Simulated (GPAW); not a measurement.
# Magnetic state of Fe3 on W4 110 from several starts, part 2 of 2

Does Fe3 on W4 110 prefer parallel or opposed moments, or none?

GPAW 26.7.0; PBE; plane waves with GPAW's PAW setups, scalar-relativistic.

So far. Step 2 (Order 1, typed as ferro +++): After 51 cycles the largest moment stands at 2.80 μB.

## Step 3: Order 2, typed as ferri ++-

An opposed order shows whether the pairs that it reverses prefer unlike signs.

Input file order2.py:

```python
import json
import numpy as np
from ase import Atoms
from ase.parallel import paropen, parprint
from gpaw import GPAW

atoms = Atoms(['W', 'W', 'W', 'W', 'Fe', 'Fe', 'Fe'],
    cell=[[1.5825, -2.237993, 0.0],
         [1.5825, 2.237993, 0.0],
         [0.0, 0.0, 23.9966]],
    scaled_positions=[[0.0, 0.0, 0.250035],
         [0.5, 0.5, 0.343285],
         [0.0, 0.0, 0.436534],
         [0.5, 0.5, 0.529784],
         [0.0, 0.0, 0.61112],
         [0.5, 0.5, 0.680542],
         [0.0, 0.0, 0.749965]],
    pbc=True,
    magmoms=[0.0, 0.0, 0.0, 0.0, 2.6, 2.6, -2.6])
atoms.calc = GPAW(mode={'name': 'pw', 'ecut': 450},
    xc='PBE',
    kpts={'size': (18, 18, 1), 'gamma': True},
    occupations={'name': 'fermi-dirac', 'width': 0.05},
    convergence={'density': 1e-05, 'energy': 1e-05},
    maxiter=250,
    mixer={'name': 'pulay', 'beta': 0.03, 'nmaxold': 8, 'weight': 100},
    symmetry={'tolerance': 1e-4},
    txt='order2.txt')
e = atoms.get_potential_energy(force_consistent=True)
res = {'free_energy': e, 'energy_sigma0': atoms.get_potential_energy(), 'fermi_energy': atoms.calc.get_fermi_level()}
res['moments'] = atoms.get_magnetic_moments().tolist()
res['total'] = atoms.get_magnetic_moment()
parprint('site moments (muB):', np.round(res['moments'], 3))
parprint(f"total moment: {res['total']:.3f} muB")
parprint(f'free energy: {e:.6f} eV')
atoms.calc.write('order2.gpw')
with paropen('results.json', 'w') as f:
    json.dump(res, f)
```

Command:

```bash
OMP_NUM_THREADS=1 mpirun -n 8 gpaw python order2.py > order2.log
```

What it wrote:

```text
site moments (muB): [ 0.003 -0.     0.003 -0.087  2.113  2.131 -2.528]
total moment: 1.516 muB
free energy: -69.664938 eV

--- order2.txt ---
Input parameters:
  mode=PW(ecut=450),
  convergence={'density': 1e-05, 'energy': 1e-05},
  kpts=MonkhorstPack(size=(18, 18, 1), gamma=True),
  maxiter=250,
  mixer=Pulay(name='pulay', nmaxold=8, beta=0.03, weight=100, sigma=0.015, g_ss=None),
  occupations=Occupations(name='fermi-dirac', width=0.05),
  symmetry=Symmetry(tolerance=0.0001),
  xc=XC(name='PBE')

Diagonalizing LCAO Hamiltonian
Converting LCAO to pw mode

       Fe

           Fe

       Fe

           W

       W

           W

       W

Atoms  # Å, Bohr magnetons
|   | symbol |        x |        y |         z |    initial magnetic moments |
|---|--------|----------|----------|-----------|-----------------------------|
| 0 |      W | 0.000000 | 0.000000 |  5.999990 | ( 0.0000,  0.0000,  0.0000) |
| 1 |      W | 1.582500 | 0.000000 |  8.237673 | ( 0.0000,  0.0000,  0.0000) |
| 2 |      W | 0.000000 | 0.000000 | 10.475332 | ( 0.0000,  0.0000,  0.0000) |
| 3 |      W | 1.582500 | 0.000000 | 12.713015 | ( 0.0000,  0.0000,  0.0000) |
| 4 |     Fe | 0.000000 | 0.000000 | 14.664802 | ( 0.0000,  0.0000,  2.6000) |
| 5 |     Fe | 1.582500 | 0.000000 | 16.330694 | ( 0.0000,  0.0000,  2.6000) |
| 6 |     Fe | 0.000000 | 0.000000 | 17.996610 | ( 0.0000,  0.0000, -2.6000) |

Unit cell  # Å
| periodic |        x |         y |         z |   lengths |     angles |
|----------|----------|-----------|-----------|-----------|------------|
|      yes | 1.582500 | -2.237993 |  0.000000 |  2.740970 |  90.000000 |
|      yes | 1.582500 |  2.237993 |  0.000000 |  2.740970 |  90.000000 |
|      yes | 0.000000 |  0.000000 | 23.996600 | 23.996600 | 109.471222 |

Number of symmetries: 4

BZ-sampling:
  Number of BZ points: 324
  Number of IBZ points: 91

  Monkhorst-Pack size: [18, 18, 1]
  Monkhorst-Pack shift: [0.027778, 0.027778, 0.0]

Plane wave coefficients: 3754
Cutoff: 450.000000 eV

Spin-components: 2 (collinear spins)
Bands:           54
Projectors:      42
Spin-degeneracy: 1
Datatype:        complex128

Parallelization:
  kpt:    8
  domain: 1
  band:   1

Density:
  Valence electrons: 80.0
  Components: 2
  Grid points: [ 14  14 120]
  Charge: 0.0  # |e|

Potential:
  Grid points: [ 14  14 120]

[... setups left out ...]
Reference energy: -1858945.050420  # eV

eigensolver:
  PPCG
  Converge bands: occupied
  niter=2

density mixing:
  Pulay-Mixer
  Linear mixing parameters: 0.03
  Old densities: 8
  Fourier metric: weight=100, sigma=0.015

occupation numbers:
  Fermi-Dirac:
    width: 0.0500  # eV

poisson solver:
  ecut: 3600.000000  # eV

xc functional:
  name: PBE with 2 nearest neighbor stencil

convergence criteria:
- Maximum integral of absolute [dens]ity change: 1e-05 electrons / valence electron
- Maximum [total energy] change in last 3 cyles: 1e-05 eV / valence electron
- Maximum integral of absolute [eigenst]ate change: 4e-08 eV^2 / valence electron
maximum number of iterations: 250

SCF iterations
|iter     |      energy | eigst |  dens |  magmom |
|---------|-------------|-------|-------|---------|
|iter:   1|       0s |  -75.869868 | +0.21 |       |  +2.6036|
|iter:   2|      10s | -130.858335 | +0.52 | -0.79 |  +2.5468|
|iter:   3|      20s |  -71.275409 | -0.61 | -0.42 |  +2.5429|
|iter:   4|      29s |  -70.724997 | -1.82 | -1.09 |  +2.5348|
|iter:   5|      41s |  -70.532041 | -2.61 | -1.13 |  +2.5168|
|iter:   6|      51s |  -70.188075 | -2.29 | -1.15 |  +2.4732|
|iter:   7|      61s |  -69.642257 | -1.38 | -1.20 |  +2.3148|
|iter:   8|      71s |  -69.581523 | -2.02 | -1.38 |  +2.2125|
|iter:   9|      82s |  -69.612840 | -2.15 | -1.46 |  +2.1281|
|iter:  10|      92s |  -69.592915 | -1.90 | -1.54 |  +1.9690|
[... 38 iterations left out ...]
|iter:  49|     463s |  -69.636918c| -8.40c| -4.53 |  +1.5161|
|iter:  50|     468s |  -69.636917c| -8.48c| -4.54 |  +1.5160|
|iter:  51|     474s |  -69.636916c| -8.35c| -4.57 |  +1.5159|
|iter:  52|     480s |  -69.636915c| -8.16c| -4.65 |  +1.5159|
|iter:  53|     485s |  -69.636915c| -8.49c| -4.74 |  +1.5159|
|iter:  54|     491s |  -69.636913c| -8.31c| -4.77 |  +1.5156|
|iter:  55|     496s |  -69.636913c| -8.58c| -4.80 |  +1.5155|
|iter:  56|     501s |  -69.636912c| -8.83c| -4.84 |  +1.5155|
|iter:  57|     507s |  -69.636911c| -8.21c| -4.88 |  +1.5155|
|iter:  58|     513s |  -69.636910c| -8.32c| -5.15c|  +1.5155|

Converged in 58 steps
Energy contributions relative to reference atoms: (reference = -1858945.050420)

Energy contributions:
  Kinetic:          39.789284
  Coulomb:         -43.547785
  Zero:              0.394180
  External:          0.000000
  Xc:              -66.244562
  Entropy:          -0.056055
  Spinorbit:         0.000000
  ----------------------------
  Free energy:     -69.664938
  Extrapolated:    -69.636910

dipole moment: (-39.072714, -0.000000, 0.054004)  # |e|*Ang

Total magnetic moment: (0.000000, 0.000000, 1.515540)

Local magnetic moments
|        x |        y |         z |
|----------|----------|-----------|
| 0.000000 | 0.000000 |  0.003410 |  # W    0
| 0.000000 | 0.000000 | -0.000037 |  # W    1
| 0.000000 | 0.000000 |  0.003350 |  # W    2
| 0.000000 | 0.000000 | -0.086905 |  # W    3
| 0.000000 | 0.000000 |  2.113183 |  # Fe   4
| 0.000000 | 0.000000 |  2.130923 |  # Fe   5
| 0.000000 | 0.000000 | -2.527618 |  # Fe   6

Fermi level: 5.672
Eigenvalues  # (at kpt = [-0.000, -0.000, 0.000])
| band index |      eig [eV] | occ [0-1] |      eig [eV] | occ [0-1] |
|------------|---------------|-----------|---------------|-----------|
|          0 |       -68.305 |     1.000 |       -68.305 |     1.000 |
|        ... |               |           |               |           |
|         33 |         4.174 |     1.000 |         4.313 |     1.000 |
|         34 |         4.218 |     1.000 |         4.349 |     1.000 |
|         35 |         4.300 |     1.000 |         4.435 |     1.000 |
|         36 |         4.327 |     1.000 |         4.544 |     1.000 |
|         37 |         4.348 |     1.000 |         5.125 |     1.000 |
|         38 |         4.737 |     1.000 |         5.130 |     1.000 |
|         39 |         5.109 |     1.000 |         5.657 |     0.577 |
|         40 |         5.124 |     1.000 |         5.691 |     0.409 |
|         41 |         5.224 |     1.000 |         6.087 |     0.000 |
|         42 |         5.882 |     0.015 |         6.274 |     0.000 |
|         43 |         6.001 |     0.001 |         6.350 |     0.000 |
|         44 |         6.535 |     0.000 |         6.395 |     0.000 |
|         45 |         6.666 |     0.000 |         6.474 |     0.000 |
|         46 |         6.759 |     0.000 |         6.991 |     0.000 |
|         47 |         6.948 |     0.000 |         7.296 |     0.000 |
|         48 |         7.394 |     0.000 |         7.431 |     0.000 |
|        ... |               |           |               |           |
|         53 |         8.174 |     0.000 |         8.125 |     0.000 |

No gap
No difference between direct/indirect transitions
```

The job ended after 9 min (8 MPI ranks of AMD EPYC 7R13 (Zen 3), shared host; peak memory 2.4 GiB).

Spin moment in the augmentation sphere by atom:

```csv
atom,spin moment in the augmentation sphere (μB)
W1,0.00
W2,0.00
W3,0.00
W4,-0.09
Fe5,2.11
Fe6,2.13
Fe7,-2.53
```

This step gave:

```
magnetization : 1.516 μB
final state   : ferrimagnetic
```

It lies 139 meV a seeded atom over the first start, and its largest moment is 2.53 μB against 2.80 μB.

## Step 4: Run 3 (no spin polarisation)

A run without seeds gives the zero against which the gain from the moments is read.

nospin.py is the script of step 3 with these lines changed:

```diff
@@ -17,4 +17,3 @@
          [0.0, 0.0, 0.749965]],
-    pbc=True,
-    magmoms=[0.0, 0.0, 0.0, 0.0, 2.6, 2.6, -2.6])
+    pbc=True)
 atoms.calc = GPAW(mode={'name': 'pw', 'ecut': 450},
@@ -27,11 +26,7 @@
     symmetry={'tolerance': 1e-4},
-    txt='order2.txt')
+    txt='nospin.txt')
 e = atoms.get_potential_energy(force_consistent=True)
 res = {'free_energy': e, 'energy_sigma0': atoms.get_potential_energy(), 'fermi_energy': atoms.calc.get_fermi_level()}
-res['moments'] = atoms.get_magnetic_moments().tolist()
-res['total'] = atoms.get_magnetic_moment()
-parprint('site moments (muB):', np.round(res['moments'], 3))
-parprint(f"total moment: {res['total']:.3f} muB")
 parprint(f'free energy: {e:.6f} eV')
-atoms.calc.write('order2.gpw')
+atoms.calc.write('nospin.gpw')
 with paropen('results.json', 'w') as f:
```

Command:

```bash
OMP_NUM_THREADS=1 mpirun -n 8 gpaw python nospin.py > nospin.log
```

What it wrote:

```text
free energy: -68.484330 eV

--- nospin.txt ---
Input parameters:
  mode=PW(ecut=450),
  convergence={'density': 1e-05, 'energy': 1e-05},
  kpts=MonkhorstPack(size=(18, 18, 1), gamma=True),
  maxiter=250,
  mixer=Pulay(name='pulay', nmaxold=8, beta=0.03, weight=100, sigma=0.015, g_ss=None),
  occupations=Occupations(name='fermi-dirac', width=0.05),
  symmetry=Symmetry(tolerance=0.0001),
  xc=XC(name='PBE')

[...]
|        ... |               |           |
|         34 |         4.401 |     2.000 |
|         35 |         4.707 |     2.000 |
|         36 |         4.856 |     2.000 |
|         37 |         5.034 |     2.000 |
[...]
|         47 |         6.931 |     0.000 |
|         48 |         7.266 |     0.000 |
|         49 |         7.397 |     0.000 |
|        ... |               |           |
|         51 |         7.822 |     0.000 |

No gap
No difference between direct/indirect transitions

[key lines of the parts left out:]
Free energy:     -68.484330
Converged in 43 steps
dipole moment: (-39.087900, 0.000000, 0.017094)  # |e|*Ang
Fermi level: 5.527
```

Wall time 4.1 min (8 MPI ranks); peak memory 2 GiB; 29 min of CPU time.

Read from the output:

* final state: non-magnetic (no spin polarisation)

It lies 533 meV a seeded atom over the first start.

## Step 5: Ranking

Energies are divided by the number of seeded atoms, so that cells of unlike size compare.

Orders:

```
               start    final state  typed order kept  energy over the lowest (meV a seeded atom)  largest site moment (μB)  net moment (μB a primitive cell)  mesh matched  CPU time (s)
           ferro +++  ferromagnetic               yes                                           0                     2.803                             7.337           yes          3163
           ferri ++-  ferrimagnetic               yes                                         139                     2.528                             1.516           yes          3807
no spin polarisation   non-magnetic                 -                                       532.6                         0                                 0           yes          1765
```

## Step 6: Outcome

| Property | Result |
| --- | --- |
| lowest state found | ferromagnetic (typed ferro +++) |
| largest site moment | 2.80 μB |
| next state | ferrimagnetic, 139 meV a seeded atom higher |
| energy gained by spin polarisation | 533 meV a seeded atom |

In words: The lowest state found is ferromagnetic, reached from the start ferro +++, with moments up to 2.80 μB. The next state costs 139 meV a seeded atom. Only 3 starts were tried; other collinear patterns, canted and longer-period orders were not.

[Long decimals in the printed logs are rounded to 6 places.]

[Logs and program files are shortened in this print: banners, set-up blocks, solver, clock and traceback lines can be left out without a mark of their own.]

[Logs are printed without paths, hosts, clocks, repeated set-up lines and the standing remarks that a program may print on its own settings, such as how far it seeks lower states.]

[Hosts, paths, dates, database ids (printed as entryN), source tags and the programs' standing remarks are cut or masked in the printed files.]

[Where the starting crystal was built by hand or by swapping elements, it need not be the compound's stable phase.]

[Where a cell is said to come from a database of computed structures, the database is the Materials Project.]

[Runs that the program refused, that were killed for memory or that had too few empty states are not shown or counted.]

[Lattice constants of own cells that a recipe calls measured were typed without a cited source.]
